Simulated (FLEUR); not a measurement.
# Collinear magnetic orders of GdN with FLEUR

Wanted: the moments of GdN and the energy of each order that was tried.

Method: PBEsol with U = 6.7 eV, J = 0.7 eV on Gd f; all-electron FLAPW, Dirac cores, scalar-relativistic bands, in FLEUR MaX-R8.1.

The database entry behind the starting cell differs from later determinations by our own check (about 0.3 % long), so it need not match the best structure at ambient conditions.

## 1. Set-up

It takes space group Fm-3m (No. 225, cubic). The conventional cell has a = 4.999 Å, b = 4.999 Å, c = 4.999 Å, α = 90.00°, β = 90.00°, γ = 90.00°. Gd has 6 N at 2.50 Å nearest. N has 6 Gd at 2.50 Å nearest. Farther neighbours and most contacts between anions are not listed.

Coordinates:

```
Gd N
1.0
     0.00000    2.49950    2.49950
     2.49950    0.00000    2.49950
     2.49950    2.49950    0.00000
Gd N
1 1
Direct
  0.00000 0.00000 0.00000
  0.50000 0.50000 0.50000
```

## 2. Order 1, typed as ferro +

The parallel start comes first: it shows whether parallel moments hold. The U counters the self-interaction that shrinks the moments of a localised shell.

The file n_mmp_mat seeds the f occupations with whole cubic orbitals by Hund's first rule, so that the U acts from the first pass. inpgen writes inp.xml from crystal.txt; cutoffs, mixing, functional, smearing and local orbitals are then set in the file. The k list default-1 (kpts.xml, not shown) is a Γ-centred 8×8×8 mesh; where the ranks do not divide the number of points, some are split in two of half the weight.

Contents of inp.xml:

```
<?xml version="1.0" encoding="UTF-8" standalone="no"?>
<fleurInput fleurInputVersion="0.39">
   <comment>
      GdN
   </comment>
   <calculationSetup>
      <cutoffs Kmax="3.61" Gmax="10.8" GmaxXC="10.8" numbands="0"/>
      <scfLoop itmax="130" minDistance="0.0001" maxIterBroyd="15" imix="Anderson" alpha="0.05" precondParam="0.0" spinf="2.0" sdNocoIR="T"/>
      <coreElectrons ctail="T" frcor="F" kcrel="0" coretail_lmax="0"/>
      <xcFunctional name="PBEs" relativisticCorrections="F"/>
      <magnetism jspins="2"/>
      <soc l_soc="F" theta="0.0" phi="0.0" spav="F"/>
      <expertModes spex="0" secvar="F"/>
      <geometryOptimization l_f="F" forcealpha="1.0" forcemix="BFGS" epsdisp="0.00001" epsforce="0.00001"/>
      <ldaU l_linMix="F" mixParam="0.05" spinf="1.0"/>
   </calculationSetup>
   <cell>
      <bzIntegration valenceElectrons="23.0" mode="hist" fermiSmearingEnergy="0.00110248">
         <kPointListSelection listName="default-1"/>
         <xi:include xmlns:xi="http://www.w3.org/2001/XInclude" href="kpts.xml"> </xi:include>
      </bzIntegration>
      <xi:include xmlns:xi="http://www.w3.org/2001/XInclude" href="sym.xml"> </xi:include>
      <bulkLattice scale="1.0">
         <bravaisMatrix>
            <row-1>    0.0000000000000000     4.7233704484376995     4.7233704484376995</row-1>
            <row-2>    4.7233704484376995     0.0000000000000000     4.7233704484376995</row-2>
            <row-3>    4.7233704484376995     4.7233704484376995     0.0000000000000000</row-3>
         </bravaisMatrix>
      </bulkLattice>
   </cell>
   <atomSpecies>
      <species name="Gadolinium7.000" element="Gd" atomicNumber="64">
         <mtSphere radius="2.8" gridPoints="925" logIncrement="0.014"/>
         <atomicCutoffs lmax="10" lnonsphr="8"/>
         <electronConfig flipSpins="F">
            <coreConfig>(1s1/2) (2s1/2) (2p1/2) (2p3/2) (3s1/2) (3p1/2) (3p3/2) (4s1/2) (3d3/2) (3d5/2) (4p1/2) (4p3/2) (4d3/2) (4d5/2)</coreConfig>
            <valenceConfig>(5s1/2) (5p1/2) (5p3/2) (6s1/2) (4f5/2) (4f7/2) (5d3/2) (5d5/2)</valenceConfig>
            <stateOccupation state="(4f5/2)" spinUp="2.5" spinDown="0.5"/>
            <stateOccupation state="(4f7/2)" spinUp="4.0" spinDown="0.0"/>
            <stateOccupation state="(5d3/2)" spinUp="0.4" spinDown="0.0"/>
            <stateOccupation state="(5d5/2)" spinUp="0.6" spinDown="0.0"/>
         </electronConfig>
         <energyParameters s="6" p="6" d="5" f="4"/>
         <ldaU l="3" U="6.7" J="0.7" l_amf="F"/>
         <lo type="SCLO" l="0" n="5" eDeriv="0"/>
         <lo type="SCLO" l="1" n="5" eDeriv="0"/>
      </species>
      <species name="Nitrogen (N)" element="N" atomicNumber="7">
         <mtSphere radius="1.66" gridPoints="549" logIncrement="0.019"/>
         <atomicCutoffs lmax="6" lnonsphr="4"/>
         <electronConfig flipSpins="F">
            <coreConfig>(1s1/2)</coreConfig>
            <valenceConfig>(2s1/2) (2p1/2) (2p3/2)</valenceConfig>
            <stateOccupation state="(2p1/2)" spinUp="0.500000" spinDown="0.500000"/>
            <stateOccupation state="(2p3/2)" spinUp="1.000000" spinDown="1.000000"/>
         </electronConfig>
         <energyParameters s="2" p="2" d="3" f="4"/>
      </species>
   </atomSpecies>
   <atomGroups>
      <atomGroup species="Gadolinium7.000">
         <relPos label="                   1">.0000000000 .0000000000 .0000000000</relPos>
         <force calculate="T" relaxXYZ="TTT"/>
      </atomGroup>
      <atomGroup species="Nitrogen (N)">
         <relPos label="                   2">1.000/2.000 1.000/2.000 1.000/2.000</relPos>
         <force calculate="T" relaxXYZ="TTT"/>
      </atomGroup>
   </atomGroups>
   <output dos="F" band="F" slice="F">
      <bandDOS minEnergy="-.5*Htr" maxEnergy="0.5*Htr" sigma="0.015" storeEVData="T"/>
      <plotting iplot="0" polar="F">
         <plot TwoD="T" vec1="  1.0  0.0  0.0" vec2="  0.0  1.0  0.0" vec3="  0.0  0.0  1.0" zero="  0.0  0.0  0.0" file="plot"/>
      </plotting>
      <moessbauerParams electricFieldGradient="F" isomerShift="F" coreHyperfine="F" valenceHyperfine="F"/>
   </output>
</fleurInput>
```

Contents of crystal.txt:

```
GdN
&input film=F cartesian=F /
0.00000000000  2.49950000000  2.49950000000
2.49950000000  0.00000000000  2.49950000000
2.49950000000  2.49950000000  0.00000000000
1.8897261246
1.0 1.0 1.0

2
64 0.00000000000  0.00000000000  0.00000000000 : 7.000
7 0.50000000000  0.50000000000  0.50000000000

&kpt div1=8 div2=8 div3=8 gamma=T /
```

Launch:

```sh
> OMP_NUM_THREADS=1 inpgen -f crystal.txt > inpgen.log  # inp.xml is then edited as shown
> OMP_NUM_THREADS=1 mpirun -n 4 fleur_MPI > fleur.log
```

The log of the run:

```text
Welcome to FLEUR        (www.flapw.de)
      MaX-Release 8.1          (www.max-centre.eu)

 ========== k-point set info ==========
 Selected k-point list: default-1
 k-point list type: mesh
 0 x 0 x 0
 Number of k points: 32

 ------------Calculation Setup---------------------------
 Number of MPI-tasks      :            4
 Number of PE/node        :            4
 Number of OMP-threads    :            1
 k-points in parallel     :            4
 pe's per k-point         :            1
 No of k-point loops      :            8
 Eigenvalue solver        :       lapack
 Number of basis functions:          188
 Approximate size of matrices (H+S) per k-point:         0.001 GB
 --------------------------------------------------------
 Iteration:     1   Distance:      27.32660264 me/bohr^3
 Iteration:     2   Distance:      26.32460164 me/bohr^3
 Iteration:     3   Distance:      19.86077478 me/bohr^3
 Iteration:     4   Distance:      13.77884734 me/bohr^3
 Iteration:     5   Distance:       2.48049726 me/bohr^3
 Iteration:     6   Distance:       0.85508397 me/bohr^3
 Iteration:     7   Distance:       0.65616292 me/bohr^3
 Iteration:     8   Distance:       0.12633277 me/bohr^3
 Iteration:     9   Distance:       0.06508148 me/bohr^3
 Iteration:    10   Distance:       0.02505266 me/bohr^3
 Iteration:    11   Distance:       0.02108721 me/bohr^3
 Iteration:    12   Distance:       0.01152309 me/bohr^3
 Iteration:    13   Distance:       0.00921875 me/bohr^3
 Iteration:    14   Distance:       0.00227650 me/bohr^3
 Iteration:    15   Distance:       0.00028566 me/bohr^3
 Iteration:    16   Distance:       0.00024056 me/bohr^3
 Iteration:    17   Distance:       0.00019171 me/bohr^3
 Iteration:    18   Distance:       0.00008981 me/bohr^3

 ********************************************************************
 Run finished successfully
 Stop message:
   all done
 ********************************************************************

--- out.xml (last complete iteration) ---
<iteration numberForCurrentRun="   18" overallNumber="   18">
         [... left out ...]
         <bandgap value="0.1277326612" units="eV"/>
         <sumValenceSingleParticleEnergies value="-2.5581943419" units="Htr"/>
         <FermiEnergy value="0.3351993656" units="Htr"/>
         <valenceDensity>
            <mtCharges spin="1">
               <mtCharge atomType="1" total="11.6254941" s="1.0883653" p="3.0375233" d="0.4905547" f="6.9965542"/>
               <mtCharge atomType="2" total="1.9531704" s="0.6818512" p="1.2671698" d="0.0034995" f="0.0005353"/>
            </mtCharges>
            <mtCharges spin="2">
               <mtCharge atomType="1" total="4.5769948" s="1.0802629" p="3.0133143" d="0.3959255" f="0.0740925"/>
               <mtCharge atomType="2" total="2.0646802" s="0.6913021" p="1.3703870" d="0.0025047" f="0.0004029"/>
            </mtCharges>
            <spinDependentCharge spin="1" total="15.0000468" interstitial="1.4213823" mtSpheres="13.5786645"/>
            <spinDependentCharge spin="2" total="7.9999532" interstitial="1.3582782" mtSpheres="6.6416751"/>
            <totalCharge value="23.0000000000"/>
         </valenceDensity>
         [... left out ...]
         <allElectronCharges>
            <spinDependentCharge spin="1" total="39.0000468" interstitial="1.4213872" mtSpheres="37.5786596"/>
            <spinDependentCharge spin="2" total="31.9999532" interstitial="1.3582843" mtSpheres="30.6416689"/>
            <totalCharge value="70.9999999904"/>
         </allElectronCharges>
         <magneticMomentsInMTSpheres units="muBohr">
            <globalMagMoment atomType="1" vec="0.00000   0.00000   7.04850"/>
            <localMagMoment atomType="1" vec="0.00000   0.00000   7.04850"/>
            <globalMagMoment atomType="2" vec="0.00000   0.00000  -0.11151"/>
            <localMagMoment atomType="2" vec="0.00000   0.00000  -0.11151"/>
         </magneticMomentsInMTSpheres>
         <moessbauerParams unitsHFF="kG" unitsIS="e/bohr^3" unitsEFG="Htr/bohr^2">
         </moessbauerParams>
         <totalEnergy value="   -11331.3860988846" units="Htr">
            <sumOfEigenvalues value="    -6962.4416940590">
               <coreElectrons value="-6959.8834997172"/>
               <valenceElectrons value="-2.5581943419"/>
            </sumOfEigenvalues>
            <densityCoulombPotentialIntegral value="-18979.8603867777"/>
            <densityEffectivePotentialIntegral value="-19313.0647587279"/>
            <chargeDenXCDenIntegral value="-253.2334723379"/>
            <FockExchangeEnergyValence value="0.0000000000"/>
            <FockExchangeEnergyCore value="0.0000000000"/>
            <atomTypeDependentContributions atomType="1">
               <electronNucleiInteractionDifferentMTs value="13842.0230252827"/>
               <MadelungTerm value="-31.4073320609"/>
            </atomTypeDependentContributions>
            <atomTypeDependentContributions atomType="2">
               <electronNucleiInteractionDifferentMTs value="62.8665336980"/>
               <MadelungTerm value="-3.3197090204"/>
            </atomTypeDependentContributions>
            <dftUCorrection value="-0.7711022353"/>
            <tkbTimesEntropy value="0.0000135807"/>
            <freeEnergy value="-11331.3861124653"/>
            <extrapolationTo0K value="-11331.3861056749"/>
         </totalEnergy>
         <ldaUDensityMatrix>
            <densityMatrixFor spin="1" atomType="1" uIndex="1" l="3" U="6.70000000" J="0.70000000">
               (+1.00114,+0.00000) (+0.00000,+0.00000) (+0.00000,+0.00000) (+0.00000,+0.00000) (+0.00300,+0.00000) (+0.00000,+0.00000) (+0.00000,+0.00000)
               (+0.00000,+0.00000) (+0.99582,+0.00000) (+0.00000,+0.00000) (+0.00000,+0.00000) (+0.00000,+0.00000) (+0.00144,+0.00000) (+0.00000,+0.00000)
               (+0.00000,+0.00000) (+0.00000,+0.00000) (+0.99959,+0.00000) (+0.00000,+0.00000) (+0.00000,+0.00000) (+0.00000,+0.00000) (+0.00300,+0.00000)
               (+0.00000,+0.00000) (+0.00000,+0.00000) (+0.00000,+0.00000) (+1.00346,+0.00000) (+0.00000,+0.00000) (+0.00000,+0.00000) (+0.00000,+0.00000)
               (+0.00300,+0.00000) (+0.00000,+0.00000) (+0.00000,+0.00000) (+0.00000,+0.00000) (+0.99959,+0.00000) (+0.00000,+0.00000) (+0.00000,+0.00000)
               (+0.00000,+0.00000) (+0.00144,+0.00000) (+0.00000,+0.00000) (+0.00000,+0.00000) (+0.00000,+0.00000) (+0.99582,+0.00000) (+0.00000,+0.00000)
               (+0.00000,+0.00000) (+0.00000,+0.00000) (+0.00300,+0.00000) (+0.00000,+0.00000) (+0.00000,+0.00000) (+0.00000,+0.00000) (+1.00114,+0.00000)
            </densityMatrixFor>
            <densityMatrixFor spin="2" atomType="1" uIndex="1" l="3" U="6.70000000" J="0.70000000">
               (+0.01381,+0.00000) (+0.00000,+0.00000) (+0.00000,+0.00000) (+0.00000,+0.00000) (+0.00610,+0.00000) (+0.00000,+0.00000) (+0.00000,+0.00000)
               (+0.00000,+0.00000) (+0.00332,+0.00000) (+0.00000,+0.00000) (+0.00000,+0.00000) (+0.00000,+0.00000) (+0.00262,+0.00000) (+0.00000,+0.00000)
               (+0.00000,+0.00000) (+0.00000,+0.00000) (+0.01066,+0.00000) (+0.00000,+0.00000) (+0.00000,+0.00000) (+0.00000,+0.00000) (+0.00610,+0.00000)
               (+0.00000,+0.00000) (+0.00000,+0.00000) (+0.00000,+0.00000) (+0.01853,+0.00000) (+0.00000,+0.00000) (+0.00000,+0.00000) (+0.00000,+0.00000)
               (+0.00610,+0.00000) (+0.00000,+0.00000) (+0.00000,+0.00000) (+0.00000,+0.00000) (+0.01066,+0.00000) (+0.00000,+0.00000) (+0.00000,+0.00000)
               (+0.00000,+0.00000) (+0.00262,+0.00000) (+0.00000,+0.00000) (+0.00000,+0.00000) (+0.00000,+0.00000) (+0.00332,+0.00000) (+0.00000,+0.00000)
               (+0.00000,+0.00000) (+0.00000,+0.00000) (+0.00610,+0.00000) (+0.00000,+0.00000) (+0.00000,+0.00000) (+0.00000,+0.00000) (+0.01381,+0.00000)
            </densityMatrixFor>
         </ldaUDensityMatrix>
         <ldaUDensityMatrixConvergence>
            <distance spin="1" distance="0.000000"/>
            <distance spin="2" distance="0.000000"/>
         </ldaUDensityMatrixConvergence>
         <densityConvergence units="me/bohr^3">
            <chargeDensity spin="1" distance="0.0000696520"/>
            <chargeDensity spin="2" distance="0.0000304922"/>
            <overallChargeDensity distance="0.0000591373"/>
            <spinDensity distance="0.0000898062"/>
         </densityConvergence>
      </iteration>
```

It took 9.8 s on 4 MPI ranks of Arm Neoverse V2, shared host; peak memory 0.22 GiB.

Numbers from this step:

```
free energy                                                       : -308342.7242 eV
program's band gap on this mesh (in a metal only a level spacing) : 0.1277 eV
magnetization                                                     : 7.000 μB
final state                                                       : ferromagnetic, with opposed induced moments
largest moment                                                    : 7.048 μB
```

After 18 cycles the largest moment stands at 7.05 μB.

(Continued in part 2 of 3.)

[Logs and program files are shortened in this print: banners, set-up blocks, solver, clock and traceback lines can be left out without a mark of their own.]

[Logs are printed without paths, hosts, clocks, repeated set-up lines and the standing remarks that a program may print on its own settings, such as how far it seeks lower states.]

[Hosts, paths, dates, database ids (printed as entryN), source tags and the programs' standing remarks are cut or masked in the printed files.]

[Where a cell is said to come from a database of computed structures, the database is the Materials Project.]
